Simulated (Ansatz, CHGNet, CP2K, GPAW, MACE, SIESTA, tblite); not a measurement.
**Running twisted Ti2CO2 MXene bilayer, 21.79° (70 atoms) with CP2K**

How near does CP2K come to plane waves for twisted Ti2CO2 MXene bilayer, 21.79° (70 atoms)?

Main program and level: CP2K 2026.2; the method is named at each step.

### Step 1. The starting structure

The cell holds 70 atoms: 14 C, 28 Ti and 28 O. Its edges and angles: a = 8.017 Å, b = 8.017 Å, c = 25.740 Å, α = 90.0°, β = 90.0°, γ = 120.0°. It derives from Ti2CO2 (Ti2CO2 MXene). Ti2CO2 MXene (a = 3.03 Å) under Ti2CO2 MXene (a = 3.03 Å), bilayer, commensurate cell of 7 unit cells a layer, twist 21.79 deg; facing planes 2.86 Å apart; 14 Å of vacuum; layers as built, displaced by a Gaussian of 0.01 Å. Then every atom was moved at random, 0.05 Å r.m.s. a Cartesian component. Regions: layer 1, 35 atoms (7 C, 14 Ti and 14 O); layer 2, 35 atoms (7 C, 14 Ti and 14 O). Vacuum lies along c.

The yardstick, on the same geometry:

| Quantity | Value |
| --- | --- |
| method | Kohn-Sham DFT, PBE, PAW, plane waves (Ansatz 0.2.0); cutoff 420 eV, Γ point, fermi-dirac smearing of 0.05 eV; PAW set soft_2 |
| r.m.s. force component | 0.7727 eV/Å |
| longest force | 2.434 eV/Å |
| spacing of highest filled and lowest empty level | 0.3171 eV |
| SCF cycles | 12 |
| time | 18 s on 4 threads of Arm Neoverse V2, shared host |
| CPU time | 67 s |

### Step 2. PBE, DZVP-UZH, 800/50 Ry, diagonalisation

Method: Kohn-Sham DFT, PBE, GTH-PBE pseudopotentials, Gaussian and plane waves, DZVP-MOLOPT (UZH set), diagonalisation.

The input, input.inp:

```
&GLOBAL
  PROJECT cell
  RUN_TYPE ENERGY_FORCE
  PRINT_LEVEL LOW
&END GLOBAL
&FORCE_EVAL
  METHOD QS
  &DFT
    BASIS_SET_FILE_NAME BASIS_MOLOPT_UZH
    POTENTIAL_FILE_NAME POTENTIAL_UZH
    &MGRID
      CUTOFF 800
      REL_CUTOFF 50
      NGRIDS 5
    &END MGRID
    &QS
      EPS_DEFAULT 1.0E-12
    &END QS
    &SCF
      SCF_GUESS ATOMIC
      EPS_SCF 1.0E-06
      MAX_SCF 200
      ADDED_MOS 45
      &DIAGONALIZATION
        ALGORITHM STANDARD
      &END DIAGONALIZATION
      &SMEAR ON
        METHOD FERMI_DIRAC
        ELECTRONIC_TEMPERATURE [K] 580
      &END SMEAR
      &MIXING
        METHOD BROYDEN_MIXING
        ALPHA 0.15
        NBROYDEN 8
      &END MIXING
      &PRINT
        &RESTART OFF
        &END RESTART
      &END PRINT
    &END SCF
    &XC
      &XC_FUNCTIONAL PBE
      &END XC_FUNCTIONAL
    &END XC
    &PRINT
      &MULLIKEN ON
      &END MULLIKEN
      &HIRSHFELD ON
        SHAPE_FUNCTION DENSITY
      &END HIRSHFELD
      &MO ON
        EIGENVALUES T
        OCCUPATION_NUMBERS T
        MO_INDEX_RANGE 269 292
        &EACH
          QS_SCF 0
        &END EACH
        ADD_LAST NUMERIC
      &END MO
    &END PRINT
  &END DFT
  &SUBSYS
    &CELL
      A 8.01660 0.00000 0.00000
      B -4.00830 6.94258 0.00000
      C 0.00000 0.00000 25.74000
    &END CELL
    &TOPOLOGY
      COORD_FILE_NAME structure.xyz
      COORD_FILE_FORMAT XYZ
    &END TOPOLOGY
    &KIND C
      BASIS_SET DZVP-MOLOPT-PBE-GTH-q4
      POTENTIAL GTH-PBE-q4
    &END KIND
    &KIND Ti
      BASIS_SET DZVP-MOLOPT-PBE-GTH-q12
      POTENTIAL GTH-PBE-q12
    &END KIND
    &KIND O
      BASIS_SET DZVP-MOLOPT-PBE-GTH-q6
      POTENTIAL GTH-PBE-q6
    &END KIND
  &END SUBSYS
  &PRINT
    &FORCES ON
    &END FORCES
  &END PRINT
&END FORCE_EVAL
```

The input, structure.xyz:

```xyz
70

C -0.00265 0.04804 9.21080
Ti 0.57523 1.59617 10.49986
Ti 1.76385 0.41315 7.94877
O 1.68790 0.31519 11.43551
O 0.63808 1.70850 6.98249
C -0.56830 2.89936 9.18120
Ti 0.00461 4.60578 10.57270
Ti 1.15327 3.36937 7.87052
O 1.11242 3.33445 11.45250
O -0.00028 4.57315 7.01235
C -1.12786 5.95771 9.25662
Ti 3.39816 0.57818 10.47644
Ti 0.54818 6.30470 7.95958
O 0.56341 6.29359 11.49497
O 3.40946 0.68815 6.93461
C 2.26064 1.99842 9.12174
Ti 2.85579 3.66311 10.46743
Ti 3.98028 2.24877 7.80643
O 4.03516 2.36145 11.37476
O 2.88217 3.60493 6.92535
C 1.69323 5.02428 9.21080
Ti 2.33932 6.61850 10.42161
Ti 3.46245 5.30427 7.91608
O 3.39872 5.24554 11.53255
O 2.33051 6.60323 6.90064
C 5.06749 0.98064 9.27181
Ti 5.84587 2.65332 10.40745
Ti 6.87965 1.37428 7.95829
O 6.84798 1.35859 11.43731
O 5.73263 2.61492 6.98970
C 4.52164 4.00552 9.14002
Ti -2.87920 5.64161 10.56962
Ti -1.72926 4.31384 7.93744
O -1.69587 4.20602 11.44735
O -2.88361 5.68549 7.03629
C -1.21163 5.12612 16.46227
Ti 0.15805 6.45861 17.82006
Ti 0.58862 4.89556 15.22521
O 0.51803 4.81676 18.76472
O 0.08149 6.49166 14.25687
C 0.63760 0.16572 16.53049
Ti 1.69034 1.55576 17.81980
Ti -1.64108 6.90509 15.21208
O -1.67908 6.83789 18.82830
O 1.72080 1.51619 14.28827
C 1.19151 3.15707 16.53306
Ti 2.32113 4.43034 17.84091
Ti 2.85676 2.77932 15.21054
O 2.87058 2.89200 18.76703
O 2.35155 4.58328 14.34593
C 1.70088 6.06851 16.49754
Ti 7.00839 0.53673 17.81749
Ti 3.44377 5.88731 15.17399
O 3.50357 5.72499 18.70268
O 6.86137 0.55312 14.30861
C 3.52438 1.18531 16.46356
[... 10 atom lines left out ...]
Ti -0.46484 3.49302 17.85018
Ti 0.01231 1.82819 15.22367
O -0.01094 1.89428 18.69754
O -0.53286 3.58015 14.34696
```

Run with:

```bash
OMP_NUM_THREADS=2 cp2k.psmp -i input.inp > output.txt
```

Numbers of over 12 decimals in the logs are rounded to 6 here.

What it wrote:

```text
CP2K| version string:                                       CP2K version 2026.2
 CP2K| Input file name                                                 input.inp
 GLOBAL| Basis set file name                                    BASIS_MOLOPT_UZH
 GLOBAL| Potential file name                                       POTENTIAL_UZH
 GLOBAL| Run type                                                   ENERGY_FORCE
 GLOBAL| Total number of message passing processes                             1
 GLOBAL| Number of threads for this process                                    2
 TOTAL NUMBERS AND MAXIMUM NUMBERS
  Total number of            - Atomic kinds:                                   3
                             - Atoms:                                         70
                             - Shell sets:                                    70
                             - Shells:                                       434
                             - Primitive Cartesian functions:                378
                             - Cartesian basis functions:                   1456
                             - Spherical basis functions:                   1274
  Maximum angular momentum of- Orbital basis functions:                        3
                             - Local part of the GTH pseudopotential:          2
                             - Non-local part of the GTH pseudopotential:      3
 SCF PARAMETERS         Density guess:                                    ATOMIC
                        max_scf:                                             200
                        eps_scf:                                        1.00E-06
                        added MOs                                        45    0
                        Mixing method:                            BROYDEN_MIXING
                                                charge density mixing in g-space
                        Smear method:                                FERMI_DIRAC
                        Electronic temperature [K]:                        580.0
                        Electronic temperature [a.u.]:                  1.84E-03
                        Accuracy threshold:                             1.00E-10
 Extrapolation method: initial_guess
 Number of electrons:                                                        560
 Number of occupied orbitals:                                                280
 Number of molecular orbitals:                                               325
 Number of orbital functions:                                               1274
 Number of independent orbital functions:                                   1274
 SCF WAVEFUNCTION OPTIMIZATION
  Step     Update method      Time    Convergence         Total energy    Change
     1 NoMix/Diag. 0.15E+00   10.1     1.08061720     -2168.9573954435 -2.17E+03
     2 Broy./Diag. 0.15E+00   15.7     0.21178087     -2152.9668646385  1.60E+01
     3 Broy./Diag. 0.15E+00   15.9     0.30938799     -2157.7549695430 -4.79E+00
     4 Broy./Diag. 0.15E+00   15.9     0.16031346     -2151.5732294187  6.18E+00
[...]
35 Broy./Diag. 0.15E+00   16.2     0.00000217     -2157.5878615874 -8.05E-06
    36 Broy./Diag. 0.15E+00   16.4     0.00000078     -2157.5878305789  3.10E-05
  *** SCF run converged in    36 steps ***
  Electronic density on regular grids:       -559.9999999993        0.0000000007
  Core density on regular grids:              559.9999999998       -0.0000000002
  Total charge density on r-space grids:        0.0000000004
  Total charge density g-space grids:           0.0000000004
  Overlap energy of the core charge distribution:               5.17e-12
  Self energy of the core charge distribution:              -4335.341480
  Core Hamiltonian energy:                                   1142.737432
  Hartree energy:                                            1362.833092
  Exchange-correlation energy:                               -327.814955
  Electronic entropic energy:                                  -0.00191973
  Fermi energy:                                                 0.085816
  Total energy:                                             -2157.587831
  Total energy (extrapolated to T->0):                      -2157.586871
 MO| EIGENVALUES AND OCCUPATION NUMBERS
 MO|
 MO|  Index      Eigenvalue [a.u.]        Eigenvalue [eV]             Occupation
 MO|    269               0.003181               0.086565               2.000000
 MO|    270               0.003767               0.102497               2.000000
 MO|    271               0.005628               0.153144               2.000000
[...]
MO|    291               0.104619               2.846823               0.000072
 MO|    292               0.105359               2.866964               0.000048
 MO| Sum:                                                             560.000000
 MO| E(Fermi):            0.085816 a.u.          2.335166 eV
 !-----------------------------------------------------------------------------!
                     Mulliken Population Analysis
 #  Atom  Element  Kind  Atomic population                           Net charge
       1     C        1          4.247593                             -0.247593
       2     Ti       2         11.385484                              0.614516
       3     Ti       2         11.404369                              0.595631
[...]
69     O        3          6.431576                             -0.431576
      70     O        3          6.503765                             -0.503765
 # Total charge                            560.000000                  0.000000
 !-----------------------------------------------------------------------------!
 !-----------------------------------------------------------------------------!
                           Hirshfeld Charges
  #Atom  Element  Kind  Ref Charge     Population                    Net charge
      1       C      1       4.000          4.325                        -0.325
      2       Ti     2      12.000         11.588                         0.412
      3       Ti     2      12.000         11.598                         0.402
[...]
69       O      3       6.000          6.242                        -0.242
     70       O      3       6.000          6.260                        -0.260
  Total Charge                                                           -0.000
 !-----------------------------------------------------------------------------!
 ENERGY| Total FORCE_EVAL ( QS ) energy [hartree]          -2157.587825
 FORCES| Atomic forces [hartree/bohr]
 FORCES|   Atom     x               y               z               |f|
 FORCES|      1 -5.05561386E-03 -1.20626222E-02  1.53447290E-02   2.01625096E-02
 FORCES|      2  2.76092068E-03  1.59267330E-02  3.63937169E-04   1.61683629E-02
 FORCES|      3 -1.48116088E-02 -2.89401821E-03 -1.70452592E-02   2.27662021E-02
[...]
FORCES|     69  1.06579113E-02 -1.47455773E-02  3.18406995E-02   3.66722411E-02
 FORCES|     70 -2.43504138E-04 -1.98466928E-02 -1.50630427E-02   2.49167768E-02
 FORCES| Sum    -5.41903310E-05 -1.70660136E-04 -3.19794729E-04
 FORCES| Total atomic force                                       3.66510768E-04
```

Elapsed: 10 min, on 2 threads of Arm Neoverse V2, shared host; peak memory 6.2 GiB; 19 min of CPU time.

Banners, paths, timers and routine set-up lines are dropped from the logs unmarked, and long logs keep their key lines alone; longer cuts are marked.

Numbers from this run, and their distance from the reference:

```yaml
r_m_s_force_component: 0.7856 eV/Å
r_m_s_difference_of_force_components: 37.83 meV/Å
longest_difference_of_force_vectors: 122.3 meV/Å
force_difference_over_r_m_s_force: 4.896 %
slope_of_forces_against_the_reference_s: 1.016
correlation_of_force_components: 0.999
```

Length of the force difference by element (eV/Å):

| element | atoms | mean | most |
| --- | --- | --- | --- |
| C | 14 | 0.012 | 0.018 |
| O | 28 | 0.078 | 0.12 |
| Ti | 28 | 0.061 | 0.098 |

The surroundings of Ti12, which bears the longest force, nearest first, numbered as they follow in the input and with coordinates relative to it.

| atom | x | y | z | distance (Å) | bonds | Hirshfeld charge (e) | Fx | Fy | Fz (eV/Å) |
| --- | --- | --- | --- | --- | --- | --- | --- | --- | --- |
| Ti12 | 0.00 | 0.00 | 0.00 | 0.00 | 6 | 0.40 | 1.80 | 1.20 | 1.16 |
| O4 | -1.71 | -0.26 | 0.96 | 1.98 | 3 | -0.24 | -0.12 | 0.02 | 0.46 |
| O14 | 1.17 | -1.23 | 1.02 | 1.98 | 3 | -0.25 | -0.50 | -0.30 | -0.89 |
| C11 | -0.52 | -1.56 | -1.22 | 2.05 | 6 | -0.33 | -0.70 | -0.39 | -0.52 |
| O19 | 0.64 | 1.78 | 0.90 | 2.10 | 3 | -0.26 | -0.76 | -0.12 | -0.58 |
| C26 | 1.67 | 0.40 | -1.20 | 2.10 | 6 | -0.32 | 0.95 | -0.24 | -1.66 |
| C16 | -1.14 | 1.42 | -1.35 | 2.27 | 6 | -0.33 | -0.03 | -0.16 | 1.39 |
| Ti32 | -2.27 | -1.88 | 0.09 | 2.95 | 6 | 0.43 | -0.20 | -1.19 | -0.15 |
| Ti7 | 0.61 | -2.91 | 0.10 | 2.98 | 6 | 0.42 | 0.86 | 0.65 | 0.57 |

Forces lie 4.9 % from the reference's, at 17 times its CPU time (on 2 against 4 cores).

Mean charges by element (e), by run and scheme:

| run | scheme | C | Ti | O |
| --- | --- | --- | --- | --- |
| reference | Löwdin | -0.90 | +1.13 | -0.61 |
| CP2K PBE, DZVP-UZH, 800/50 Ry, diagonalisation | Mulliken | -0.26 | +0.63 | -0.50 |
| CP2K PBE, DZVP-UZH, 800/50 Ry, diagonalisation | Hirshfeld | -0.32 | +0.41 | -0.25 |

The reference's Löwdin charges lack the electrons that the projection spills, 0.029 e an atom on average.

### Step 3. Results

```json
{
  "force difference from the reference": "CP2K PBE, DZVP-UZH, 800/50 Ry, diagonalisation, 4.9 %",
  "its CPU time": "19 min"
}
```

The PBE run in local orbitals differs by 4.9 % (CP2K PBE, DZVP-UZH, 800/50 Ry, diagonalisation); basis, grid and potentials can all enter. Charges hang on scheme and program or settings: among these rows the mean for Ti runs from +0.41 to +1.13 e. The reference's PBE has no dispersion term, which matters for the binding between molecules or layers. The runs have no spin polarisation, so moments on Ti can't form, and no Hubbard term. The electronic-structure runs sample only Γ, in a cell whose shortest periodic width is 7 Å.

[Also dropped from logs without a mark: logging warnings of Python, and SIESTA's first energy breakdown and zero terms.]

[Logs are printed without paths, hosts, clocks, repeated set-up lines and the standing remarks that a program may print on its own settings, such as how far it seeks lower states.]

[Hosts, paths, dates, database ids (printed as entryN), source tags and the programs' standing remarks are cut or masked in the printed files.]
